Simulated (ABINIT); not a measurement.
# Diamond (Fd-3m, 2 atoms a cell): a self-consistent loop beyond G0W0, cycle by cycle

How far does self-consistency move the gap of Diamond (Fd-3m, 2 atoms a cell)?

Main program and level: ABINIT 10.8.3; PBE and many-body steps on it, plane waves.

**What was measured.**

- Gap 5.5 eV: band gap, experimental literature value; bulk crystal (quoted in “Fermi level pinning by defects can explain the large reported carbon 1s binding energy variations in diamond”, 2019, arxiv:1902.02958).

- Gap 5.47 eV: experimental band gap used as input; bulk crystal (quoted in “Enhanced Electron Emission Performance and Air‐Surface Stability in ScO‐Terminated Diamond for Thermionic Energy Converters”, 2024, pmc:11600692).

### Step 1. Starting point

The structure is cubic, space group Fd-3m (No. 227). Conventional cell: a = 3.567 Å, b = 3.567 Å, c = 3.567 Å, α = 90.00°, β = 90.00°, γ = 90.00°. Nearest to C lie 4 C at 1.54 Å.

Structure file:

```cif
data_structure
_symmetry_space_group_name_H-M 'P 1'
_symmetry_Int_Tables_number 1
_cell_length_a 2.5221
_cell_length_b 2.5221
_cell_length_c 2.5221
_cell_angle_alpha 60.000
_cell_angle_beta 60.000
_cell_angle_gamma 60.000
_cell_volume 11.34
loop_
_atom_site_label
_atom_site_type_symbol
_atom_site_fract_x
_atom_site_fract_y
_atom_site_fract_z
_atom_site_occupancy
C1 C 0.00000 0.00000 0.00000 1
C2 C 0.25000 0.25000 0.25000 1
```

The cell and positions come from the Crystallography Open Database and are kept as given unless a step says otherwise.

### Step 2. Empty states on the mesh, 8×8×8 mesh, 96 bands

This step: ABINIT 10.8.3; DFT, PBE, plane waves, norm-conserving pseudopotentials.

The sums over transitions need many empty states on a uniform mesh; this step solves for them.

run.abi

```
acell 3*1.0 Angstrom
rprim 
  -0.000000000000 1.783370000000 1.783370000000
  1.783370000000 0.000000000000 1.783370000000
  1.783370000000 1.783370000000 0.000000000000
ntypat 1
znucl 6
natom 2
typat 1 1
xred 
  -0.000000000000 0.000000000000 -0.000000000000
  0.250000000000 0.250000000000 0.250000000000
pp_dirpath "pseudos"
pseudos "C.upf"
ecut 37
ngkpt 8 8 8
nshiftk 1
shiftk 0 0 0
kptopt 1
chksymbreak 0
irdden 1
istwfk *1
nband 96
prtvol 0
optdriver 6
gwr_task "HDIAGO"
paral_kgb 0
occopt 1
indata_prefix "in"
outdata_prefix "out"
tmpdata_prefix "tmp"
```

The run is started by

```bash
> OMP_NUM_THREADS=1 mpirun -n 8 abinit run.abi > log
```

The program printed:

```text
.Version 10.8.3 of ABINIT. v10.8.2 released Aug 2026.

 Symmetries : space group Fd -3 m (#227); Bravais cF (face-center cubic)
[... echo of the input left out ...]
== DATASET  1 ==================================================================
-   mpi_nproc: 8, omp_nthreads: 1 (-1 if OMP is not activated)

--- !DatasetInfo
iteration_state: {dtset: 1, }
dimensions: {natom: 2, nkpt: 29, mband: 96, nsppol: 1, nspinor: 1, nspden: 1, mpw: 869, }
cutoff_energies: {ecut:  37.0, pawecutdg:  -1.0, }
[...]
Indirect band gap semiconductor
 Fundamental gap:     4.190 (eV)
   VBM:    10.293 (eV) at k: [ 0.0000E+00,  0.0000E+00,  0.0000E+00]
   CBM:    14.483 (eV) at k: [ 3.7500E-01,  3.7500E-01,  0.0000E+00]
 Direct gap:         5.626 (eV) at k: [ 0.0000E+00,  0.0000E+00,  0.0000E+00]

== END DATASET(S) ==============================================================
================================================================================

 -outvars: echo values of variables after computation  --------
           etotal      0.0000000000E+00
            nband          96
             nkpt          29
          spgroup         227
 [... the other variables as echoed above ...]

 Calculation completed.
```

Elapsed: 4.5 s, on 8 MPI ranks of AMD EPYC 7R43, shared host; peak memory 0.6 GiB; 33 s of CPU time.

This step gave:

```yaml
gap: 4.190 eV
k_of_the_valence_top: 0, 0, 0
k_of_the_conduction_bottom: 0.375, 0.375, 0
least_direct_gap: 5.626 eV
k_points_computed: 29
lowest_point_of_the_top_converged_band_above_the_valence_top: 193.1850 eV
```

On this mesh the gap is 4.190 eV.

The density comes from a self-consistent run that is not shown.

### Step 3. Screening, 8×8×8 mesh, 88 bands, screening to 261.2 eV

The RPA dielectric matrix is built and inverted for each q.

This step: RPA screening on PBE, plane waves, norm-conserving pseudopotentials.

run.abi, as its differences from that of step 2:

```diff
@@ -20,10 +20,11 @@
 chksymbreak 0
-irdden 1
 istwfk *1
-nband 96
-prtvol 0
-optdriver 6
-gwr_task "HDIAGO"
-paral_kgb 0
 occopt 1
+irdwfk 1
+optdriver 3
+nband 88
+ecuteps 9.6
+inclvkb 2
+awtr 1
+symchi 1
 indata_prefix "in"
```

The program printed:

```text
.Version 10.8.3 of ABINIT. v10.8.2 released Aug 2026.

 Symmetries : space group Fd -3 m (#227); Bravais cF (face-center cubic)
[... echo of the input left out ...]
== DATASET  1 ==================================================================
-   mpi_nproc: 8, omp_nthreads: 1 (-1 if OMP is not activated)

--- !DatasetInfo
iteration_state: {dtset: 1, }
dimensions: {natom: 2, nkpt: 29, mband: 88, nsppol: 1, nspinor: 1, nspden: 1, mpw: 869, }
cutoff_energies: {ecut:  37.0, pawecutdg:  -1.0, }
electrons: {nelect:   8.00000000E+00, charge:   0.00000000E+00, occopt:   1.00000000E+00, tsmear:   1.00000000E-02, }

 SCREENING: Calculation of the susceptibility and dielectric matrices

 Based on a program developped by R.W. Godby, V. Olevano, G. Onida, and L. Reining.
 Incorporated in ABINIT by V. Olevano, G.-M. Rignanese, and M. Torrent.
.Using double precision arithmetic ; gwpc =  8

[... cell and pseudopotentials left out ...]
--------------------------------------------------------------------------------

 ==== K-mesh for the wavefunctions ====
 Number of points in the irreducible wedge :    29
[... list of points left out ...]
 Together with 48 symmetry operations and time-reversal symmetry
 yields   512 points in the full Brillouin Zone.

 ==== Q-mesh for the screening function ====
 Number of points in the irreducible wedge :    29
[... list of points left out ...]
 Together with 48 symmetry operations and time-reversal symmetry
 yields   512 points in the full Brillouin Zone.

 setmesh: FFT mesh size selected  =    20x   20x   20
          total number of points  =         8000

 vcoul_init : cutoff-mode = AUXILIARY_FUNCTION
 q-points for optical limit:   1
     1)      0.000010    0.000020    0.000030

- screening: taking advantage of time-reversal symmetry
- Maximum band index for partially occupied states nbvw = 4
- Remaining bands to be divided among processors   nbcw = 84
- Number of bands treated by each node ~10

 Number of electrons calculated from density =    8.0000; Expected =    8.0000
 average of density, n =  0.104505
 r_s =    1.3170
 omega_plasma =   31.1835 [eV]

 calculating chi0 at frequencies [eV] :
  1    0.000000E+00    0.000000E+00
  2    0.000000E+00    3.118352E+01

--------------------------------------------------------------------------------
  q-point number  1        q = ( 0.000000, 0.000000, 0.000000) [r.l.u.]
--------------------------------------------------------------------------------
[... chi0 elements left out ...]
 For q-point:  0.000010 0.000020 0.000030
  dielectric constant =   5.5153
  dielectric constant without local fields =   5.9489

  Average fulfillment of the sum rule on Im[epsilon] for q-point    1 :     93.21  [%]
[... wings left out ...]
  q-point number  2        q = ( 0.125000, 0.000000, 0.000000) [r.l.u.]
--------------------------------------------------------------------------------
[... chi0 elements left out ...]
  Average fulfillment of the sum rule on Im[epsilon] for q-point    2 :     99.35  [%]

 [... 27 further q-points ...]
```

The job ended after 30 s (8 MPI ranks; peak memory 1.3 GiB).

This step gave:

| Property | Result |
| --- | --- |
| ε∞ with local fields, on this mesh, along the program's q direction | 5.515 |
| the same without local fields | 5.949 |
| plasma frequency | 31.18 eV |
| plane waves in the screening matrix | 113 |

Local fields lower ε∞ by 7 %.

### Step 4. G0W0

The self-energy is evaluated for the states that the input lists, and the levels follow from it, in one-shot runs by the linearised quasiparticle equation.

This step: G0W0 on PBE, plane waves, norm-conserving pseudopotentials.

run.abi, as its differences from that of step 3:

```diff
@@ -23,8 +23,17 @@
 irdwfk 1
-optdriver 3
+optdriver 4
 nband 88
+gwcalctyp 0
+ecutsigx 37
+symsigma 1
+nkptgw 2
+kptgw 
+  0.0000000000 0.0000000000 0.0000000000
+  0.3750000000 0.3750000000 0.0000000000
+bdgw 
+  2 7
+  3 6
 ecuteps 9.6
-inclvkb 2
-awtr 1
-symchi 1
+irdscr 1
+ppmodel 1
 indata_prefix "in"
```

The program printed:

```text
.Version 10.8.3 of ABINIT. v10.8.2 released Aug 2026.

 Symmetries : space group Fd -3 m (#227); Bravais cF (face-center cubic)
[... echo of the input left out ...]
== DATASET  1 ==================================================================
-   mpi_nproc: 8, omp_nthreads: 1 (-1 if OMP is not activated)

--- !DatasetInfo
iteration_state: {dtset: 1, }
dimensions: {natom: 2, nkpt: 29, mband: 88, nsppol: 1, nspinor: 1, nspden: 1, mpw: 869, }
cutoff_energies: {ecut:  37.0, pawecutdg:  -1.0, }
electrons: {nelect:   8.00000000E+00, charge:   0.00000000E+00, occopt:   1.00000000E+00, tsmear:   1.00000000E-02, }

 SIGMA: Calculation of the GW corrections

 Based on a program developped by R.W. Godby, V. Olevano, G. Onida, and L. Reining.
 Incorporated in ABINIT by V. Olevano, G.-M. Rignanese, and M. Torrent.
.Using double precision arithmetic ; gwpc =  8

[... cell and pseudopotentials left out ...]
--------------------------------------------------------------------------------

 ==== K-mesh for the wavefunctions ====
 Number of points in the irreducible wedge :    29
[... list of points left out ...]
 Together with 48 symmetry operations and time-reversal symmetry
 yields   512 points in the full Brillouin Zone.

 ==== Q-mesh for screening function ====
 Number of points in the irreducible wedge :    29
[... list of points left out ...]
 Together with 48 symmetry operations and time-reversal symmetry
 yields   512 points in the full Brillouin Zone.

 vcoul_init : cutoff-mode = AUXILIARY_FUNCTION
 q-points for optical limit:   1
     1)      0.000010    0.000020    0.000030
 setmesh: FFT mesh size selected  =    32x   32x   32
          total number of points  =        32768

 Number of electrons calculated from density =    8.0000; Expected =    8.0000
 average of density, n =  0.104505
 r_s =    1.3170
 omega_plasma =   31.1835 [eV]

 === KS Band Gaps ===
  >>>> For spin  1
   Minimum direct gap =   5.6255 [eV], located at k-point      :   0.0000  0.0000  0.0000
   Fundamental gap    =   4.1901 [eV], Top of valence bands at :   0.0000  0.0000  0.0000
                                       Bottom of conduction at :   0.3750  0.3750  0.0000
 SIGMA fundamental parameters:
 PLASMON POLE MODEL  1
 number of plane-waves for SigmaX                  869
 number of plane-waves for SigmaC and W            113
 number of plane-waves for wavefunctions           869
 number of bands                                    88
 number of independent spin polarizations            1
 number of spinorial components                      1
 number of k-points in IBZ                          29
 number of q-points in IBZ                          29
 number of symmetry operations                      48
 number of k-points in BZ                          512
 number of q-points in BZ                          512
 number of frequencies for dSigma/dE                 9
 frequency step for dSigma/dE [eV]                0.25
 number of omega for Sigma on real axis              0
 max omega for Sigma on real axis  [eV]           0.00
 zcut for avoiding poles [eV]                     0.10

 EPSILON^-1 parameters (SCR file):
 dimension of the eps^-1 matrix on file            113
 dimension of the eps^-1 matrix used               113
 number of plane-waves for wavefunctions           869
 number of bands                                    88
 number of q-points in IBZ                          29
 number of frequencies                               2
 number of real frequencies                          1
 number of imag frequencies                          1

 matrix elements of self-energy operator (all in [eV])

 Perturbative Calculation

--- !SelfEnergy_ee
iteration_state: {dtset: 1, }
kpoint     : [   0.000,    0.000,    0.000, ]
spin       : 1
KS_gap     :    5.626
QP_gap     :    7.407
Delta_QP_KS:    1.782
data: !SigmaeeData |
     Band     E0 <VxcDFT>   SigX SigC(E0)      Z dSigC/dE  Sig(E)    E-E0       E
        2  10.293 -16.962 -19.293   1.412   0.831  -0.204 -17.726  -0.763   9.530
        3  10.293 -16.962 -19.293   1.412   0.831  -0.204 -17.726  -0.763   9.530
        4  10.293 -16.962 -19.293   1.412   0.831  -0.204 -17.726  -0.763   9.530
        5  15.918 -15.643  -9.539  -4.880   0.832  -0.202 -14.624   1.019  16.937
        6  15.918 -15.643  -9.539  -4.880   0.832  -0.202 -14.624   1.019  16.937
        7  15.918 -15.643  -9.539  -4.880   0.832  -0.202 -14.624   1.019  16.937

--- !SelfEnergy_ee
iteration_state: {dtset: 1, }
kpoint     : [   0.375,    0.375,    0.000, ]
spin       : 1
KS_gap     :    9.944
QP_gap     :   11.606
Delta_QP_KS:    1.662
data: !SigmaeeData |
     Band     E0 <VxcDFT>   SigX SigC(E0)      Z dSigC/dE  Sig(E)    E-E0       E
        3   4.539 -15.969 -20.469   3.118   0.816  -0.225 -17.097  -1.128   3.410
        4   4.539 -15.969 -20.469   3.118   0.816  -0.225 -17.097  -1.128   3.410
        5  14.483 -14.094  -8.673  -4.787   0.842  -0.188 -13.560   0.534  15.017
        6  17.096 -13.238  -7.304  -5.320   0.843  -0.187 -12.721   0.518  17.614

== END DATASET(S) ==============================================================
================================================================================

 -outvars: echo values of variables after computation  --------
           etotal      0.0000000000E+00
            nband          88
             nkpt          29
          spgroup         227
 [... the other variables as echoed above ...]

 Calculation completed.
```

Elapsed: 7 s, on 8 MPI ranks; peak memory 1.2 GiB; 54 s of CPU time.

Numbers from this step:

| Item | Value |
| --- | --- |
| G0W0 gap on the points computed | 5.487 eV |
| starting gap on the mesh | 4.190 eV |
| k of the valence top | 0, 0, 0 |
| k of the conduction bottom | 0.375, 0.375, 0 |
| Z at the valence top | 0.831 |
| Z at the conduction bottom | 0.842 |
| least direct G0W0 gap on the computed points | 7.407 eV |

The gap on the mesh goes from 4.19 eV to 5.49 eV, a correction of +1.30 eV.

### Step 5. evGW0, cycle 1

This step: evGW0 on PBE, plane waves, norm-conserving pseudopotentials.

run.abi, as its differences from that of step 4:

```diff
@@ -25,12 +25,66 @@
 nband 88
-gwcalctyp 0
+gwcalctyp 10
 ecutsigx 37
 symsigma 1
-nkptgw 2
+nkptgw 29
 kptgw 
   0.0000000000 0.0000000000 0.0000000000
+  0.1250000000 0.0000000000 0.0000000000
+  0.2500000000 0.0000000000 0.0000000000
+  0.3750000000 0.0000000000 0.0000000000
+  0.5000000000 0.0000000000 0.0000000000
+  0.1250000000 0.1250000000 0.0000000000
+  0.2500000000 0.1250000000 0.0000000000
+  0.3750000000 0.1250000000 0.0000000000
+  0.5000000000 0.1250000000 0.0000000000
+  -0.3750000000 0.1250000000 0.0000000000
+  -0.2500000000 0.1250000000 0.0000000000
+  -0.1250000000 0.1250000000 0.0000000000
+  0.2500000000 0.2500000000 0.0000000000
+  0.3750000000 0.2500000000 0.0000000000
+  0.5000000000 0.2500000000 0.0000000000
+  -0.3750000000 0.2500000000 0.0000000000
+  -0.2500000000 0.2500000000 0.0000000000
   0.3750000000 0.3750000000 0.0000000000
+  0.5000000000 0.3750000000 0.0000000000
+  -0.3750000000 0.3750000000 0.0000000000
+  0.5000000000 0.5000000000 0.0000000000
+  0.3750000000 0.2500000000 0.1250000000
+  0.5000000000 0.2500000000 0.1250000000
+  -0.3750000000 0.2500000000 0.1250000000
+  0.5000000000 0.3750000000 0.1250000000
+  -0.3750000000 0.3750000000 0.1250000000
+  -0.2500000000 0.3750000000 0.1250000000
+  -0.3750000000 0.5000000000 0.1250000000
+  -0.2500000000 0.5000000000 0.2500000000
 bdgw 
-  2 7
-  3 6
+  1 8
+  1 8
+  1 8
+  1 8
+  1 8
+  1 8
+  1 8
+  1 8
+  1 8
+  1 8
+  1 8
+  1 8
+  1 8
+  1 8
+  1 8
+  1 8
+  1 8
+  1 8
+  1 8
+  1 8
+  1 8
+  1 8
+  1 8
+  1 8
+  1 8
+  1 8
+  1 8
+  1 8
+  1 8
 ecuteps 9.6
```

The program printed:

```text
.Version 10.8.3 of ABINIT. v10.8.2 released Aug 2026.

 Symmetries : space group Fd -3 m (#227); Bravais cF (face-center cubic)
[... echo of the input left out ...]
== DATASET  1 ==================================================================
-   mpi_nproc: 8, omp_nthreads: 1 (-1 if OMP is not activated)

--- !DatasetInfo
iteration_state: {dtset: 1, }
dimensions: {natom: 2, nkpt: 29, mband: 88, nsppol: 1, nspinor: 1, nspden: 1, mpw: 869, }
cutoff_energies: {ecut:  37.0, pawecutdg:  -1.0, }
electrons: {nelect:   8.00000000E+00, charge:   0.00000000E+00, occopt:   1.00000000E+00, tsmear:   1.00000000E-02, }

 SIGMA: Calculation of the GW corrections

 Based on a program developped by R.W. Godby, V. Olevano, G. Onida, and L. Reining.
 Incorporated in ABINIT by V. Olevano, G.-M. Rignanese, and M. Torrent.
.Using double precision arithmetic ; gwpc =  8

[... cell and pseudopotentials left out ...]
--------------------------------------------------------------------------------

 ==== K-mesh for the wavefunctions ====
 Number of points in the irreducible wedge :    29
[... list of points left out ...]
 Together with 48 symmetry operations and time-reversal symmetry
 yields   512 points in the full Brillouin Zone.

 ==== Q-mesh for screening function ====
 Number of points in the irreducible wedge :    29
[... list of points left out ...]
 Together with 48 symmetry operations and time-reversal symmetry
 yields   512 points in the full Brillouin Zone.

 vcoul_init : cutoff-mode = AUXILIARY_FUNCTION
 q-points for optical limit:   1
     1)      0.000010    0.000020    0.000030
 setmesh: FFT mesh size selected  =    32x   32x   32
          total number of points  =        32768

 Number of electrons calculated from density =    8.0000; Expected =    8.0000
[...]
QP_gap     :   16.131
Delta_QP_KS:    1.869
data: !SigmaeeData |
     Band     E_DFT   <VxcDFT>   E(N-1)  <Hhartree>   SigX  SigC[E(N-1)]    Z     dSigC/dE  Sig[E(N)]  DeltaE  E(N)_pert E(N)_diago
[...]
--- !SelfEnergy_ee
iteration_state: {dtset: 1, }
kpoint     : [  -0.250,    0.500,    0.250, ]
spin       : 1
KS_gap     :   19.016
QP_gap     :   21.189
Delta_QP_KS:    2.172
data: !SigmaeeData |
     Band     E_DFT   <VxcDFT>   E(N-1)  <Hhartree>   SigX  SigC[E(N-1)]    Z     dSigC/dE  Sig[E(N)]  DeltaE  E(N)_pert E(N)_diago
[...]
7    22.647   -16.245    22.647    38.893    -7.768    -7.110     0.799    -0.251   -15.152     1.093    23.740    24.015
        8    22.647   -16.245    22.647    38.893    -7.768    -7.110     0.799    -0.251   -15.152     1.093    23.740    24.015

 New Fermi energy :        4.500240E-01 Ha ,    1.224578E+01 eV
 New Exchange energy :    -3.199837E+00 Ha ,   -8.707200E+01 eV

 === QP Band Gaps ===
  >>>> For spin  1
   Minimum direct gap =   7.7681 [eV], located at k-point      :   0.0000  0.0000  0.0000
   Fundamental gap    =   5.7427 [eV], Top of valence bands at :   0.0000  0.0000  0.0000
                                       Bottom of conduction at :   0.3750  0.3750  0.0000

 writing QP data on file : out_QPS

 Convergence of QP corrections
 >>>>> For spin  1 <<<<<
.  kptgw no:  1; Maximum DeltaE = (  -1.640   0.007) for band index:  1
.  kptgw no:  2; Maximum DeltaE = (  -1.575   0.011) for band index:  1
.  kptgw no:  3; Maximum DeltaE = (  -1.650   0.014) for band index:  1
[...]
.  kptgw no: 28; Maximum DeltaE = (  -1.661  -0.000) for band index:  1
.  kptgw no: 29; Maximum DeltaE = (  -1.682   0.001) for band index:  1

== END DATASET(S) ==============================================================
================================================================================

 -outvars: echo values of variables after computation  --------
           etotal      0.0000000000E+00
            nband          88
             nkpt          29
          spgroup         227
 [... the other variables as echoed above ...]

 Calculation completed.
```

The job ended after 8.7 min (8 MPI ranks; peak memory 2.3 GiB; 70 min of CPU time).

This step gave:

```
quasiparticle gap on the mesh                         : 5.743 eV
gap of the density functional on the mesh             : 4.190 eV
k of the valence top                                  : 0, 0, 0
k of the conduction bottom                            : 0.375, 0.375, 0
Z at the valence top                                  : 0.831
Z at the conduction bottom                            : 0.842
least direct quasiparticle gap on the computed points : 7.769 eV
```

Against G0W0 in ABINIT (8×8×8 mesh, 88 bands, screening to 261.2 eV, Godby-Needs plasmon pole), the gap moves by +0.256 eV. This first cycle still uses the starting levels; it takes the full correction, at all points of the mesh, and its linearised value is 5.487 eV.

[end of part 1 of 3]

[Paths, hosts, dates, memory and timing lines, banners, echoed tables and standing remarks are left out of the program output.]

[Logs are printed without paths, hosts, clocks, repeated set-up lines and the standing remarks that a program may print on its own settings, such as how far it seeks lower states.]

[Runs of the session that timed out or met a known fault of the program may be left out.]

[Hosts, paths, dates, database ids (printed as entryN), source tags and the programs' standing remarks are cut or masked in the printed files.]

[G0W0 gaps are taken among the corrected bands and points alone; a level outside them can change the order at an edge.]

[Where Ansatz stands beside ABINIT at settings called matched, ABINIT's density can come from a denser mesh and the files from another edition; pairs whose starting gaps differed by over 0.03 eV were left out, so agreement reads better than it is.]
